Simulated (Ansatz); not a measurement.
# Computing U for Co in CoSi, part 2 of 2

Wanted: U for Co in CoSi without fitting to experiment, with its cost and its spread between recipes.

functionals named at each step; plane waves, collinear spin, no spin–orbit coupling.

So far, computed U (eV): step 4 (PBE, one cell) 8.39; step 5 (PBE, q-mesh 2×2×2) 8.56; step 7 (PBE, shifted q-mesh 2×2×2) 8.59.

The database entry behind the starting cell differs from later determinations by our own check (0.1 to 0.3 % short, probably kX units), so it need not match the best structure at ambient conditions.

### 8. PBE, one cell, self-consistent

Level of this step: PBE with U on Co d by self-consistent linear response, ortho-atomic projectors (Ansatz).

The one-shot value comes from a state without U, which may be far from the corrected one. Cycling feeds each U back until it stands.

input.yaml

```yaml
crystal:
  lattice:
    - [4.438, 0.0, 0.0]
    - [0.0, 4.438, 0.0]
    - [0.0, 0.0, 4.438]
  atoms:
    - { symbol: Co, position: [0.14, 0.14, 0.14] }
    - { symbol: Co, position: [0.36, 0.86, 0.64] }
    - { symbol: Co, position: [0.64, 0.36, 0.86] }
    - { symbol: Co, position: [0.86, 0.64, 0.36] }
    - { symbol: Si, position: [0.843, 0.843, 0.843] }
    - { symbol: Si, position: [0.657, 0.157, 0.343] }
    - { symbol: Si, position: [0.343, 0.657, 0.157] }
    - { symbol: Si, position: [0.157, 0.343, 0.657] }
kpoints:
  mp_grid: { grid: [6, 6, 6] }
hamiltonian:
  xc: pbe
  hubbard:
    sites: [{ species: Co, l: d, u_eff: self-consistent }]
    projectors: ortho-atomic
    lr: { max_cycles: 12 }
scf:
  occupations: { method: fermi_dirac, width: 0.1 }
output:
  eigenvalues: true
magnetization:
  spin_polarized: false
```

Started as:

```console
$ ansatz run input.yaml --threads 4 --pin off --max-ram 14336MiB --backend cpu --events-out ev --progress --plain --runs-dir out
```

Numbers of over 12 decimals in the logs are rounded to 6 here.

Output:

```text
[...]
LR-U cycle 1: input U_eff = [0.000, 0.000, 0.000, 0.000] eV
Crystal: 8 atoms, lattice volume = 87.410 Å³
Basis set: ecut = 420 eV, 1743 PW (Γ)
Bands: 51, of which v1, the nominal top of the filled ones, is band 42 counted from 1 (41 counted from 0)
Symmetry: 12 space group operations
[...]
k-points: 24 of 216 (time reversal used)
[...]
k-point 0: bands = [... 38 lower, 14.5061, 14.5061, 15.6165, 15.6165, 15.6165, 18.5713, 18.5713, 18.5713, ... 5 higher]
  k-point 1: bands = [... 38 lower, 14.4046, 14.8987, 15.3473, 15.5470, 16.3051, 17.8601, 18.0823, 18.4888, ... 5 higher]
  k-point 2: bands = [... 38 lower, 14.5423, 14.8449, 15.1607, 15.3392, 16.9060, 17.4051, 17.5552, 17.8088, ... 5 higher]
  k-point 23: bands = [... 38 lower, 13.9354, 13.9354, 15.4548, 15.4548, 15.4548, 15.4548, 21.5752, 21.5752, ... 5 higher]
Occupation matrices written to <dir>
[key lines of the parts left out:]
SCF converged after 10 iterations
Free energy (F): -23026.942039 eV
Fermi energy:    15.827648 eV
```

It took 93 s on 4 threads of Arm Neoverse V1, shared host; peak memory 0.56 GiB.

U by cycle:

| cycle | U put in (eV) | largest change (eV) |
| --- | --- | --- |
| 1 | 0 | 8.4 |
| 2 | 8.39 | 0.61 |
| 3 | 9.00 | 0.050 |
| 4 | 9.05 | 0.0041 |

Site by site:

| site | electrons | χ₀ (1/eV) | χ (1/eV) | U (eV) |
| --- | --- | --- | --- | --- |
| Co1 and 3 alike | 8.405 | -0.5285 | -0.09074 | 9.06 |

For Co1 the on-site elements alone give 1/χ₀ − 1/χ = 9.13 eV, the inverses of the full matrices 8.91 eV, and the program reports 9.06 eV, after an interpolation towards a dense mesh that it makes on unshifted meshes and on single cells of several shells. The state, moments and gap printed next belong to the closing SCF at this U.

Read from the output:

* magnetization: 0 μB
* final state: non-magnetic

U on Co is 9.06 eV here against 8.39 eV (+8 %) in the run that differs in self-consistency alone (PBE, one cell), at 5.2 times its CPU time. Both come from one cell, whose images are shifted too.

Spin is switched off in this run, so a non-magnetic state is imposed, not found.

### 9. PBE, q-mesh 2×2×2, atomic projectors

The orbitals on which electrons are counted define U, so another set of projectors gives another number.

Edit input.yaml of step 8 so:

```diff
@@ -19,5 +19,5 @@
   hubbard:
-    sites: [{ species: Co, l: d, u_eff: self-consistent }]
-    projectors: ortho-atomic
-    lr: { max_cycles: 12 }
+    sites: [{ species: Co, l: d, u_eff: linear-response }]
+    projectors: atomic
+    lr: { qmesh: [2, 2, 2] }
 scf:
```

Output:

```text
[...]
LR-U cycle 1: input U_eff = [0.000, 0.000, 0.000, 0.000] eV
Crystal: 8 atoms, lattice volume = 87.410 Å³
Basis set: ecut = 420 eV, 1743 PW (Γ)
Bands: 51, of which v1, the nominal top of the filled ones, is band 42 counted from 1 (41 counted from 0)
Symmetry: 12 space group operations
[...]
k-points: 24 of 216 (time reversal used)
[...]
k-point 0: bands = [... 38 lower, 14.4684, 14.4684, 15.6581, 15.6581, 15.6581, 18.7064, 18.7064, 18.7064, ... 5 higher]
  k-point 1: bands = [... 38 lower, 14.3036, 14.7996, 15.3846, 15.5545, 16.4243, 18.0458, 18.2410, 18.6700, ... 5 higher]
  k-point 2: bands = [... 38 lower, 14.4531, 14.6108, 15.2238, 15.2613, 17.0851, 17.6473, 17.7327, 17.9833, ... 5 higher]
  k-point 23: bands = [... 38 lower, 13.7616, 13.7616, 15.4756, 15.4756, 15.4756, 15.4756, 21.5975, 21.5975, ... 5 higher]
Occupation matrices written to <dir>
[key lines of the parts left out:]
SCF converged after 10 iterations
Free energy (F): -23030.145268 eV
Fermi energy:    15.858504 eV
```

Run time: 2.2 min. Hardware: 4 threads; peak memory 1.2 GiB; 8.7 min of CPU time.

The response of each shell:

| site | electrons | χ₀ (1/eV) | χ (1/eV) | U (eV) |
| --- | --- | --- | --- | --- |
| Co1 and 3 alike | 8.506 | -0.7150 | -0.09009 | 9.68 |

For Co1 the on-site elements alone give 1/χ₀ − 1/χ = 9.70 eV, the inverses of the full matrices 9.66 eV, and the program reports 9.68 eV, after an interpolation towards a dense mesh that it makes on unshifted meshes and on single cells of several shells. The state, moments and gap printed next belong to the closing SCF at this U.

Numbers from this step:

| Quantity | Value |
| --- | --- |
| magnetization | 0 μB |
| final state | non-magnetic |

U on Co is 9.68 eV here against 8.56 eV (+13 %) in the run that differs in the projectors alone (PBE, q-mesh 2×2×2), at 1.0 times its CPU time.

Spin is switched off in this run, so a non-magnetic state is imposed, not found.

### 10. PBE, q-mesh 2×2×2, Methfessel–Paxton occupations, occupation width 0.2 eV

A mesh of wavevectors stands for a supercell in which the shifted site is farther from its images. Changed on purpose: Methfessel–Paxton occupations, occupation width 0.2 eV.

Edit input.yaml of step 9 so:

```diff
@@ -20,6 +20,6 @@
     sites: [{ species: Co, l: d, u_eff: linear-response }]
-    projectors: atomic
+    projectors: ortho-atomic
     lr: { qmesh: [2, 2, 2] }
 scf:
-  occupations: { method: fermi_dirac, width: 0.1 }
+  occupations: { method: methfessel_paxton, width: 0.2 }
 output:
```

Output:

```text
[...]
LR-U cycle 1: input U_eff = [0.000, 0.000, 0.000, 0.000] eV
Crystal: 8 atoms, lattice volume = 87.410 Å³
Basis set: ecut = 420 eV, 1743 PW (Γ)
Bands: 51, of which v1, the nominal top of the filled ones, is band 42 counted from 1 (41 counted from 0)
Symmetry: 12 space group operations
[...]
k-points: 24 of 216 (time reversal used)
[...]
k-point 0: bands = [... 38 lower, 14.5594, 14.5594, 15.6583, 15.6583, 15.6583, 18.5999, 18.5999, 18.5999, ... 5 higher]
  k-point 1: bands = [... 38 lower, 14.4747, 14.9444, 15.3913, 15.5886, 16.3347, 17.8916, 18.1114, 18.5087, ... 5 higher]
  k-point 2: bands = [... 38 lower, 14.6128, 14.8989, 15.2106, 15.3826, 16.9354, 17.4383, 17.5820, 17.8342, ... 5 higher]
  k-point 23: bands = [... 38 lower, 14.0195, 14.0195, 15.5085, 15.5085, 15.5085, 15.5085, 21.5940, 21.5940, ... 5 higher]
Occupation matrices written to <dir>
[key lines of the parts left out:]
SCF converged after 10 iterations
Free energy (F): -23028.164814 eV
Fermi energy:    15.789068 eV
```

Wall time 2.2 min (4 threads); peak memory 1.2 GiB.

The run finished with changed settings (occ = "methfessel_paxton" and width = 0.2); it serves as a test.

It printed U = 8.59 eV for Co.

### 11. PBE, q-mesh 2×2×2, self-consistent

The one-shot value comes from a state without U, which may be far from the corrected one. Cycling feeds each U back until it stands.

Edit input.yaml of step 10 so:

```diff
@@ -19,7 +19,7 @@
   hubbard:
-    sites: [{ species: Co, l: d, u_eff: linear-response }]
+    sites: [{ species: Co, l: d, u_eff: self-consistent }]
     projectors: ortho-atomic
-    lr: { qmesh: [2, 2, 2] }
+    lr: { qmesh: [2, 2, 2], max_cycles: 10 }
 scf:
-  occupations: { method: methfessel_paxton, width: 0.2 }
+  occupations: { method: fermi_dirac, width: 0.1 }
 output:
```

Output:

```text
[...]
LR-U cycle 1: input U_eff = [0.000, 0.000, 0.000, 0.000] eV
Crystal: 8 atoms, lattice volume = 87.410 Å³
Basis set: ecut = 420 eV, 1743 PW (Γ)
Bands: 51, of which v1, the nominal top of the filled ones, is band 42 counted from 1 (41 counted from 0)
Symmetry: 12 space group operations
[...]
k-points: 24 of 216 (time reversal used)
[...]
k-point 0: bands = [... 38 lower, 14.4763, 14.4763, 15.5879, 15.5879, 15.5879, 18.5570, 18.5570, 18.5570, ... 5 higher]
  k-point 1: bands = [... 38 lower, 14.3684, 14.8707, 15.3190, 15.5186, 16.2854, 17.8436, 18.0678, 18.4783, ... 5 higher]
  k-point 2: bands = [... 38 lower, 14.5070, 14.8117, 15.1324, 15.3106, 16.8893, 17.3881, 17.5403, 17.7952, ... 5 higher]
  k-point 23: bands = [... 38 lower, 13.8932, 13.8932, 15.4257, 15.4257, 15.4257, 15.4257, 21.5652, 21.5652, ... 5 higher]
Occupation matrices written to <dir>
[key lines of the parts left out:]
SCF converged after 10 iterations
Free energy (F): -23026.283072 eV
Fermi energy:    15.802355 eV
```

Run time: 8.3 min. Hardware: 4 threads; peak memory 1.3 GiB.

U by cycle:

| cycle | U put in (eV) | largest change (eV) |
| --- | --- | --- |
| 1 | 0 | 8.6 |
| 2 | 8.56 | 0.68 |
| 3 | 9.24 | 0.060 |
| 4 | 9.30 | 0.0055 |

The response of each shell:

| site | electrons | χ₀ (1/eV) | χ (1/eV) | U (eV) |
| --- | --- | --- | --- | --- |
| Co1 and 3 alike | 8.412 | -0.5875 | -0.09075 | 9.30 |

For Co1 the on-site elements alone give 1/χ₀ − 1/χ = 9.32 eV, the inverses of the full matrices 9.29 eV, and the program reports 9.30 eV, after an interpolation towards a dense mesh that it makes on unshifted meshes and on single cells of several shells. The state, moments and gap printed next belong to the closing SCF at this U.

This step gave:

* magnetization: 0 μB
* final state: non-magnetic

U on Co is 9.30 eV here against 9.06 eV (+3 %) in the run that differs in the way the response is sampled alone (PBE, one cell, self-consistent), at 5.4 times its CPU time.

Spin is switched off in this run, so a non-magnetic state is imposed, not found.

### 12. All values together

| run | k-mesh | state of the response | U(Co) (eV) | CPU time |
| --- | --- | --- | --- | --- |
| PBE | 7×7×7 | - | 0 | 9.7 s |
| PBE, one cell | 6×6×6 | spin switched off | 8.39 | 71 s |
| PBE, q-mesh 2×2×2 | 6×6×6 | spin switched off | 8.56 | 8.6 min |
| PBE, shifted q-mesh 2×2×2 | 8×8×8 | spin switched off | 8.59 | 22 min |
| PBE, one cell, self-consistent | 6×6×6 | spin switched off | 9.06 | 6.1 min |
| PBE, q-mesh 2×2×2, atomic projectors | 6×6×6 | spin switched off | 9.68 | 8.7 min |
| PBE, q-mesh 2×2×2, self-consistent | 6×6×6 | spin switched off | 9.30 | 33 min |

### 13. Summary of results

```
U(Co), one-shot value on the finest mesh : 8.59 eV
U(Co), self-consistent (q-mesh 2×2×2)    : 9.30 eV
range of U(Co) over these recipes        : 8.39 to 9.68 eV
```

Linear response puts U for Co in CoSi at 8.6 eV (PBE, shifted q-mesh 2×2×2), and the recipes tried spread from 8.4 to 9.7 eV. The cheapest one-shot value (PBE, one cell) is 8.39 eV and that on the finest mesh (PBE, shifted q-mesh 2×2×2) 8.59 eV, -2 % apart, at 18 times the CPU time. Iterating U to self-consistency took 4 cycles and ends at 9.30 eV, against 8.56 eV in one shot on the same sampling. The magnetic states on which the responses were measured: spin switched off; 2 starts finished among the 2 run to choose the order. Where spin is off, a magnetic state at the computed U was not tried and could lie lower.

[Logs and program files are shortened in this print: banners, set-up blocks, solver, clock and traceback lines can be left out without a mark of their own.]

[Logs are printed without paths, hosts, clocks, repeated set-up lines and the standing remarks that a program may print on its own settings, such as how far it seeks lower states.]

[Hosts, paths, dates, database ids (printed as entryN), source tags and the programs' standing remarks are cut or masked in the printed files.]

[Where a cell is said to come from a database of computed structures, the database is the Materials Project.]
